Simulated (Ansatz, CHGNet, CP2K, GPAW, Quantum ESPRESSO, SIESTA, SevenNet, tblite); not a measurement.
## CP2K on random packing of 61Li2S-17P2S5-22LiCl (mol %) (62 atoms): settings against a plane-wave reference

How do the settings of CP2K change the result for random packing of 61Li2S-17P2S5-22LiCl (mol %) (62 atoms)? A plane-wave run serves as the yardstick.

Calculated with CP2K 2026.2; the method is named at each step.

## 1. The system as given

The cell holds 62 atoms: 26 Li, 26 S, 6 P and 4 Cl. Its edges and angles: a = 10.731 Å, b = 10.731 Å, c = 10.731 Å, α = 90.0°, β = 90.0°, γ = 90.0°. 62 atoms (26 Li, 26 S, 6 P, 4 Cl) packed at random in a cube at 1.8 g/cm³ and pushed apart as soft spheres, cations and anions kept from their own kind; a start for melting by ab initio MD, not an equilibrated structure. Then every atom was moved at random, 0.05 Å r.m.s. a Cartesian component.

The yardstick, on the same geometry:

| Item | Value |
| --- | --- |
| method | Kohn-Sham DFT, PBE, PAW, plane waves (Ansatz 0.2.0); cutoff 420 eV, Γ point, fermi-dirac smearing of 0.05 eV; PAW set soft_2 |
| r.m.s. force component | 0.6146 eV/Å |
| longest force | 2.328 eV/Å |
| pressure | -0.6433 GPa |
| SCF cycles | 11 |
| time | 4.5 s on 8 threads of Arm Neoverse V2, shared host |
| CPU time | 31 s |

## 2. PBE, DZVP-MOLOPT-SR, 600/50 Ry, diagonalisation

Method: Kohn-Sham DFT, PBE, GTH-PBE pseudopotentials, Gaussian and plane waves, DZVP-MOLOPT-SR-GTH, diagonalisation.

File input.inp:

```
&GLOBAL
  PROJECT cell
  RUN_TYPE ENERGY_FORCE
  PRINT_LEVEL LOW
&END GLOBAL
&FORCE_EVAL
  METHOD QS
  STRESS_TENSOR ANALYTICAL
  &DFT
    BASIS_SET_FILE_NAME BASIS_MOLOPT
    POTENTIAL_FILE_NAME GTH_POTENTIALS
    &MGRID
      CUTOFF 600
      REL_CUTOFF 50
      NGRIDS 5
    &END MGRID
    &QS
      EPS_DEFAULT 1.0E-12
    &END QS
    &SCF
      SCF_GUESS ATOMIC
      EPS_SCF 1.0E-06
      MAX_SCF 200
      ADDED_MOS 14
      &DIAGONALIZATION
        ALGORITHM STANDARD
      &END DIAGONALIZATION
      &SMEAR ON
        METHOD FERMI_DIRAC
        ELECTRONIC_TEMPERATURE [K] 580
      &END SMEAR
      &MIXING
        METHOD BROYDEN_MIXING
        ALPHA 0.3
        NBROYDEN 8
      &END MIXING
      &PRINT
        &RESTART OFF
        &END RESTART
      &END PRINT
    &END SCF
    &XC
      &XC_FUNCTIONAL PBE
      &END XC_FUNCTIONAL
    &END XC
    &PRINT
      &MULLIKEN ON
      &END MULLIKEN
      &LOWDIN ON
      &END LOWDIN
      &HIRSHFELD ON
      &END HIRSHFELD
      &MO ON
        EIGENVALUES T
        OCCUPATION_NUMBERS T
        MO_INDEX_RANGE 135 158
        &EACH
          QS_SCF 0
        &END EACH
        ADD_LAST NUMERIC
      &END MO
    &END PRINT
  &END DFT
  &SUBSYS
    &CELL
      A 10.73070 0.00000 0.00000
      B 0.00000 10.73070 0.00000
      C 0.00000 0.00000 10.73070
    &END CELL
    &COORD
      Li 10.42166 0.05891 6.18958
      Li 4.38188 8.68586 1.65832
      Li 10.51973 5.40924 4.61431
      Li 7.18528 0.30765 1.02081
      Li 3.42095 2.89117 6.01874
      Li 5.11919 5.40516 8.78973
      Li 1.70532 3.87679 10.72941
      Li 7.87075 9.13923 7.92516
      Li 9.10822 3.70842 10.24084
      Li 1.99097 1.19422 3.76551
      Li 0.80405 9.13204 8.83448
      Li 0.26269 1.81510 8.55827
      Li 9.31339 3.61871 6.98429
      Li 4.53833 0.57935 8.24515
      Li 8.69959 3.56528 3.06565
      Li 5.03377 2.34605 1.69309
      Li 6.04954 10.53240 5.86722
      Li 4.70981 7.29194 6.48285
      Li 7.38058 6.40408 3.05782
      Li 1.56668 9.01776 2.91768
      Li 1.49307 0.86661 0.66090
      Li 1.29251 5.03484 7.34044
      Li 8.02753 9.58112 3.65316
      Li 9.18999 7.82933 0.97209
      Li 4.37609 8.66976 9.22808
      Li 0.62260 5.95414 1.86832
      S 6.33744 7.31447 8.17272
      S 4.74994 4.03249 3.17886
      S 5.49197 6.72128 4.15332
      S 7.88621 8.81903 10.16852
      S 0.27953 3.97787 8.87633
      S 1.71702 3.36536 3.13916
      S 7.46567 1.94322 5.26523
      S 2.70821 6.80176 2.80565
      S 4.26642 9.26049 5.35537
      S 10.07602 7.96078 3.24110
      S 0.16257 2.27298 6.18045
      S 9.19911 0.86565 9.74991
      S 7.35107 4.84888 6.72976
      S 2.30002 0.61991 8.45407
      S 6.64981 8.49796 2.16867
      S 5.02122 0.56046 3.20869
      S 5.94459 2.46109 7.71419
      S 7.17261 2.59758 1.33222
      S 2.99762 5.80263 5.76346
      S 5.87849 5.84136 1.00386
      S 3.57740 3.06769 9.50289
      S 8.98653 8.97333 5.82988
      S 9.27594 1.27588 2.77560
      S 4.27533 0.48428 0.16150
      S 1.28543 9.30824 5.33284
      S 9.19653 5.08045 1.21890
      P 6.30547 3.44863 10.24320
      P 10.00251 10.27561 1.88560
      P 7.72374 1.82916 8.62501
      P 8.34709 6.88986 5.68663
[... 2 atom lines left out ...]
      Cl 2.74148 8.38433 7.77042
      Cl 10.15682 6.25739 6.78255
      Cl 0.82337 8.32305 0.51389
      Cl 2.99301 6.63780 10.29525
    &END COORD
    &KIND Li
      BASIS_SET DZVP-MOLOPT-SR-GTH-q3
      POTENTIAL GTH-PBE-q3
    &END KIND
    &KIND S
      BASIS_SET DZVP-MOLOPT-SR-GTH-q6
      POTENTIAL GTH-PBE-q6
    &END KIND
    &KIND P
      BASIS_SET DZVP-MOLOPT-SR-GTH-q5
      POTENTIAL GTH-PBE-q5
    &END KIND
    &KIND Cl
      BASIS_SET DZVP-MOLOPT-SR-GTH-q7
      POTENTIAL GTH-PBE-q7
    &END KIND
  &END SUBSYS
  &PRINT
    &FORCES ON
    &END FORCES
    &STRESS_TENSOR ON
    &END STRESS_TENSOR
  &END PRINT
&END FORCE_EVAL
```

Started as:

```bash
OMP_NUM_THREADS=2 cp2k.psmp -i input.inp > output.txt
```

What it wrote:

```text
CP2K| version string:                                       CP2K version 2026.2
 CP2K| Input file name                                                 input.inp
 GLOBAL| Basis set file name                                        BASIS_MOLOPT
 GLOBAL| Potential file name                                      GTH_POTENTIALS
 GLOBAL| Run type                                                   ENERGY_FORCE
 GLOBAL| Total number of message passing processes                             1
 GLOBAL| Number of threads for this process                                    2
 TOTAL NUMBERS AND MAXIMUM NUMBERS
  Total number of            - Atomic kinds:                                   4
                             - Atoms:                                         62
                             - Shell sets:                                    62
                             - Shells:                                       284
                             - Primitive Cartesian functions:                274
                             - Cartesian basis functions:                    660
                             - Spherical basis functions:                    624
  Maximum angular momentum of- Orbital basis functions:                        2
                             - Local part of the GTH pseudopotential:          6
                             - Non-local part of the GTH pseudopotential:      2
 SCF PARAMETERS         Density guess:                                    ATOMIC
                        max_scf:                                             200
                        eps_scf:                                        1.00E-06
                        added MOs                                        14    0
                        Mixing method:                            BROYDEN_MIXING
                                                charge density mixing in g-space
                        Smear method:                                FERMI_DIRAC
                        Electronic temperature [K]:                        580.0
                        Electronic temperature [a.u.]:                  1.84E-03
                        Accuracy threshold:                             1.00E-10
 Extrapolation method: initial_guess
 Number of electrons:                                                        292
 Number of occupied orbitals:                                                146
 Number of molecular orbitals:                                               160
 Number of orbital functions:                                                624
 Number of independent orbital functions:                                    624
 SCF WAVEFUNCTION OPTIMIZATION
  Step     Update method      Time    Convergence         Total energy    Change
     1 NoMix/Diag. 0.30E+00    3.9     0.83896799      -561.3237848142 -5.61E+02
 *** the last MO => Add more MOs for proper smearing.                   ***
     2 Broy./Diag. 0.30E+00    5.0     1.13357347      -554.4434196690  6.88E+00
 *** the last MO => Add more MOs for proper smearing.                   ***
     3 Broy./Diag. 0.30E+00    5.1     0.62574237      -558.4633538330 -4.02E+00
 *** the last MO => Add more MOs for proper smearing.                   ***
     4 Broy./Diag. 0.30E+00    5.3     0.37734312      -558.8962242184 -4.33E-01
[...]
*** the last MO => Add more MOs for proper smearing.                   ***
    32 Broy./Diag. 0.30E+00    5.3     0.00000114      -559.6393655197 -2.41E-06
 *** the last MO => Add more MOs for proper smearing.                   ***
    33 Broy./Diag. 0.30E+00    5.4     0.00000093      -559.6393670070 -1.49E-06
  *** SCF run converged in    33 steps ***
  Electronic density on regular grids:       -292.0000000000        0.0000000000
  Core density on regular grids:              291.9999999996       -0.0000000004
  Total charge density on r-space grids:       -0.0000000004
  Total charge density g-space grids:          -0.0000000004
  Overlap energy of the core charge distribution:               2.88169e-09
  Self energy of the core charge distribution:              -1026.954077
  Core Hamiltonian energy:                                    201.032493
  Hartree energy:                                             394.029927
  Exchange-correlation energy:                               -127.733852
  Electronic entropic energy:                                  -0.013857
  Fermi energy:                                                 0.082722
  Total energy:                                              -559.639367
  Total energy (extrapolated to T->0):                       -559.632438
 MO| EIGENVALUES AND OCCUPATION NUMBERS
 MO|
 MO|  Index      Eigenvalue [a.u.]        Eigenvalue [eV]             Occupation
 MO|    135               0.062103               1.689911               1.999973
 MO|    136               0.063275               1.721791               1.999950
 MO|    137               0.065460               1.781262               1.999834
[...]
MO|    157               0.104957               2.856038               0.000011
 MO|    158               0.108595               2.955020               0.000002
 MO| Sum:                                                             292.000000
 MO| E(Fermi):            0.082722 a.u.          2.250980 eV
 !-----------------------------------------------------------------------------!
                     Mulliken Population Analysis
 #  Atom  Element  Kind  Atomic population                           Net charge
       1     Li       1          2.742201                              0.257799
       2     Li       1          2.721738                              0.278262
       3     Li       1          2.543920                              0.456080
[...]
# Total charge                            292.000000                 -0.000000
 !-----------------------------------------------------------------------------!
 !-----------------------------------------------------------------------------!
                           Hirshfeld Charges
  #Atom  Element  Kind  Ref Charge     Population                    Net charge
      1       Li     1       3.000          3.273                        -0.273
      2       Li     1       3.000          3.057                        -0.057
      3       Li     1       3.000          2.907                         0.093
[...]
61       Cl     4       7.000          7.023                        -0.023
     62       Cl     4       7.000          7.179                        -0.179
  Total Charge                                                           -0.000
 !-----------------------------------------------------------------------------!
 LOWDIN POPULATION ANALYSIS
 #  Atom  Element  Kind  Atomic population                           Net charge
[...]
61     Cl       4          7.035577                             -0.035577
      62     Cl       4          7.151428                             -0.151428
 # Total charge                            292.000000                 -0.000000
 ENERGY| Total FORCE_EVAL ( QS ) energy [hartree]           -559.639364
 FORCES| Atomic forces [hartree/bohr]
 FORCES|   Atom     x               y               z               |f|
 FORCES|      1  4.66920355E-03  8.68829003E-03 -2.86211681E-03   1.02703241E-02
 FORCES|      2 -2.51624109E-03 -1.24478691E-03  2.75557645E-03   3.93372155E-03
 FORCES|      3  1.63774529E-02 -2.79791160E-03 -1.23551963E-02   2.07050754E-02
[...]
FORCES|     61 -3.10005842E-03  9.59953341E-03 -1.24391489E-02   1.60154247E-02
 FORCES|     62  1.35562925E-02 -1.29185418E-02  1.50844639E-03   1.87866229E-02
 FORCES| Sum    -3.53035938E-05  2.06985669E-05  2.83544750E-05
 FORCES| Total atomic force                                       4.97870531E-05
 STRESS| Analytical stress tensor [bar]
 STRESS|                        x                   y                   z
 STRESS|      x       -6.34414146757E+03  -2.88243872176E+03  -3.39240581941E+02
 STRESS|      y       -2.88243872176E+03  -5.05371221130E+03   3.26680159586E+03
 STRESS|      z       -3.39240581941E+02   3.26680159586E+03   2.23281359340E+01
 STRESS| 1/3 Trace                                            -3.79184184764E+03
```

The job ended after 3.1 min (2 threads of Arm Neoverse V2, shared host; peak memory 2.9 GiB; 5.7 min of CPU time).

Banners and routine set-up lines are dropped from the logs; longer cuts are marked.

Numbers from this run, and their distance from the reference:

| Quantity | Value |
| --- | --- |
| r.m.s. force component | 0.6292 eV/Å |
| r.m.s. difference of force components | 44.56 meV/Å |
| longest difference of force vectors | 204.3 meV/Å |
| force difference over r.m.s. force | 7.25 % |
| slope of forces against the reference's | 1.021 |
| correlation of force components | 0.9977 |
| pressure | -0.3792 GPa |
| pressure difference | 0.2641 GPa |

Length of the force difference by element (eV/Å):

```csv
element,atoms,mean,most
Cl,4,0.084,0.17
Li,26,0.052,0.14
P,6,0.12,0.20
S,26,0.064,0.13
```

A closer look about P56, which bears the longest force: 13 atoms, nearest first, numbered in the order of the input, with positions taken from that point.

```
atom      x      y      z  distance (Å)  Mulliken charge (e)     Fx     Fy  Fz (eV/Å)
 P56   0.00   0.00   0.00          0.00                -0.07  -2.01   0.18      -1.41
 S48   0.64   2.08   0.14          2.18                -0.24  -0.99   0.04       0.72
Cl60   1.81  -0.63   1.10          2.21                -0.05   1.74   0.46      -0.26
 S39  -1.00  -2.04   1.04          2.50                -0.07  -0.03   1.11      -0.30
 Li3   2.17  -1.48  -1.07          2.84                 0.46   0.84  -0.14      -0.64
Li19  -0.97  -0.49  -2.63          2.84                 0.05   0.87  -0.09      -1.01
 S36   1.73   1.07  -2.45          3.18                -0.26  -0.13   0.21      -0.01
 Li8  -0.48   2.25   2.24          3.21                 0.19  -0.03  -0.19      -0.01
 S27  -2.01   0.42   2.49          3.22                -0.38   0.20   0.89       0.40
 S29  -2.86  -0.17  -1.53          3.25                 0.06   0.65  -0.47       1.70
 P57   1.06  -0.56   3.08          3.30                 0.07  -0.27  -0.97       1.84
Li23  -0.32   2.69  -2.03          3.39                 0.27   0.25   0.11       0.15
 P58  -2.41  -2.26  -0.97          3.45                -0.12  -0.31   0.99      -0.37
```

Forces lie 7.2 % from the reference's, at 11 times its CPU time (on 2 against 8 cores).

## 3. PBE, SZV-MOLOPT-SR, 600/50 Ry, diagonalisation

Method: Kohn-Sham DFT, PBE, GTH-PBE pseudopotentials, Gaussian and plane waves, SZV-MOLOPT-SR-GTH, diagonalisation.

input.inp, as its differences from that of step 2:

```diff
@@ -50,4 +50,2 @@
       &END LOWDIN
-      &HIRSHFELD ON
-      &END HIRSHFELD
       &MO ON
@@ -70,6 +68,31 @@
     &COORD
-[... 62 atom lines left out: the same atoms as in the first run ...]
+      SCALED
+      Li 0.97120 0.00549 0.57681
+      Li 0.40835 0.80944 0.15454
+      Li 0.98034 0.50409 0.43001
+      Li 0.66960 0.02867 0.09513
+      Li 0.31880 0.26943 0.56089
+      Li 0.47706 0.50371 0.81912
+      Li 0.15892 0.36128 0.99988
+      Li 0.73348 0.85169 0.73855
+      Li 0.84880 0.34559 0.95435
+      Li 0.18554 0.11129 0.35091
+      Li 0.07493 0.85102 0.82329
+      Li 0.02448 0.16915 0.79755
+      Li 0.86792 0.33723 0.65087
+      Li 0.42293 0.05399 0.76837
+      Li 0.81072 0.33225 0.28569
+      Li 0.46910 0.21863 0.15778
+      Li 0.56376 0.98152 0.54677
+      Li 0.43891 0.67954 0.60414
+      Li 0.68780 0.59680 0.28496
+      Li 0.14600 0.84037 0.27190
+[... 38 atom lines left out ...]
+      Cl 0.25548 0.78134 0.72413
+      Cl 0.94652 0.58313 0.63207
+      Cl 0.07673 0.77563 0.04789
+      Cl 0.27892 0.61858 0.95942
     &END COORD
     &KIND Li
-      BASIS_SET DZVP-MOLOPT-SR-GTH-q3
+      BASIS_SET SZV-MOLOPT-SR-GTH-q3
       POTENTIAL GTH-PBE-q3
@@ -77,3 +100,3 @@
     &KIND S
-      BASIS_SET DZVP-MOLOPT-SR-GTH-q6
+      BASIS_SET SZV-MOLOPT-SR-GTH-q6
       POTENTIAL GTH-PBE-q6
@@ -81,3 +104,3 @@
     &KIND P
-      BASIS_SET DZVP-MOLOPT-SR-GTH-q5
+      BASIS_SET SZV-MOLOPT-SR-GTH-q5
       POTENTIAL GTH-PBE-q5
@@ -85,3 +108,3 @@
     &KIND Cl
-      BASIS_SET DZVP-MOLOPT-SR-GTH-q7
+      BASIS_SET SZV-MOLOPT-SR-GTH-q7
       POTENTIAL GTH-PBE-q7
```

Started as:

```bash
OMP_NUM_THREADS=1 cp2k.psmp -i input.inp > output.txt
```

What it wrote:

```text
CP2K| version string:                                       CP2K version 2026.2
 CP2K| Input file name                                                 input.inp
 GLOBAL| Basis set file name                                        BASIS_MOLOPT
 GLOBAL| Potential file name                                      GTH_POTENTIALS
 GLOBAL| Run type                                                   ENERGY_FORCE
 GLOBAL| Total number of message passing processes                             1
 GLOBAL| Number of threads for this process                                    1
 TOTAL NUMBERS AND MAXIMUM NUMBERS
  Total number of            - Atomic kinds:                                   4
                             - Atoms:                                         62
[... lines left out ...]
                        Smear method:                                FERMI_DIRAC
[... lines left out ...]
 Number of electrons:                                                        292
[... lines left out ...]
  Step     Update method      Time    Convergence         Total energy    Change
[... lines left out ...]
  *** SCF run converged in    41 steps ***
[... lines left out ...]
  Fermi energy:                                                 0.191807
  Total energy:                                              -553.384888
  Total energy (extrapolated to T->0):                       -553.376881
[... lines left out ...]
 MO| E(Fermi):            0.191807 a.u.          5.219324 eV
[... lines left out ...]
       1     Li       1          2.836953                              0.163047
       2     Li       1          2.804635                              0.195365
       3     Li       1          2.832373                              0.167627
[...]
# Total charge                            292.000000                 -0.000000
 !-----------------------------------------------------------------------------!
 LOWDIN POPULATION ANALYSIS
 #  Atom  Element  Kind  Atomic population                           Net charge
[...]
61     Cl       4          7.478113                             -0.478113
      62     Cl       4          7.486883                             -0.486883
 # Total charge                            292.000000                 -0.000000
 ENERGY| Total FORCE_EVAL ( QS ) energy [hartree]           -553.384889
 FORCES| Atomic forces [hartree/bohr]
 FORCES|   Atom     x               y               z               |f|
 FORCES|      1  9.14809194E-04  9.28683662E-03 -2.06804920E-03   9.55819218E-03
 FORCES|      2 -6.91907043E-03  1.29637497E-03  1.23011462E-03   7.14613921E-03
 FORCES|      3  2.01607421E-02 -1.01372976E-02 -1.42799915E-02   2.67046528E-02
[...]
FORCES|     61 -2.17352391E-04  9.07997410E-03 -1.88879125E-02   2.09582063E-02
 FORCES|     62  2.17985943E-02 -2.55193725E-02  3.41156186E-03   3.37350832E-02
 FORCES| Sum    -3.67078340E-05  1.96836837E-05  2.90429836E-05
 FORCES| Total atomic force                                       5.07780206E-05
 STRESS| Analytical stress tensor [bar]
 STRESS|                        x                   y                   z
 STRESS|      x        4.85231973504E+04  -1.39018179349E+04   4.28709860263E+03
 STRESS|      y       -1.39018179349E+04   4.31361201225E+04   4.28722476110E+03
 STRESS|      z        4.28709860263E+03   4.28722476110E+03   6.44907930512E+04
 STRESS| 1/3 Trace                                             5.20500368414E+04
```

Elapsed: 3.8 min, on 1 thread; peak memory 2.8 GiB.

Compared with the plane-wave run:

```yaml
r_m_s_force_component: 1.193 eV/Å
r_m_s_difference_of_force_components: 862.8 meV/Å
longest_difference_of_force_vectors: 4914 meV/Å
force_difference_over_r_m_s_force: 140.4 %
slope_of_forces_against_the_reference_s: 1.399
correlation_of_force_components: 0.7206
pressure: 5.205 GPa
pressure_difference: 5.848 GPa
```

This is a coarse setting, run to see what it loses.

Against the first run (7.2 %), the force difference from the reference is 140 %, at 0.68 times the CPU time (on 1 against 2 cores), with 196 basis functions against 624: the smaller basis costs accuracy.

(Continued in part 2 of 2.)

[Long decimals in the printed logs are rounded to 6 places.]

[Also dropped from logs without a mark: lines with file paths, logging warnings of Python, QE's lines on negative density and diagonalisation, SIESTA's first energy breakdown, zero terms and Voronoi charges.]

[Logs are printed without paths, hosts, clocks, repeated set-up lines and the standing remarks that a program may print on its own settings, such as how far it seeks lower states.]

[Hosts, paths, dates, database ids (printed as entryN), source tags and the programs' standing remarks are cut or masked in the printed files.]

[Most failed runs of this program on this cell are left out, timed-out ones always.]
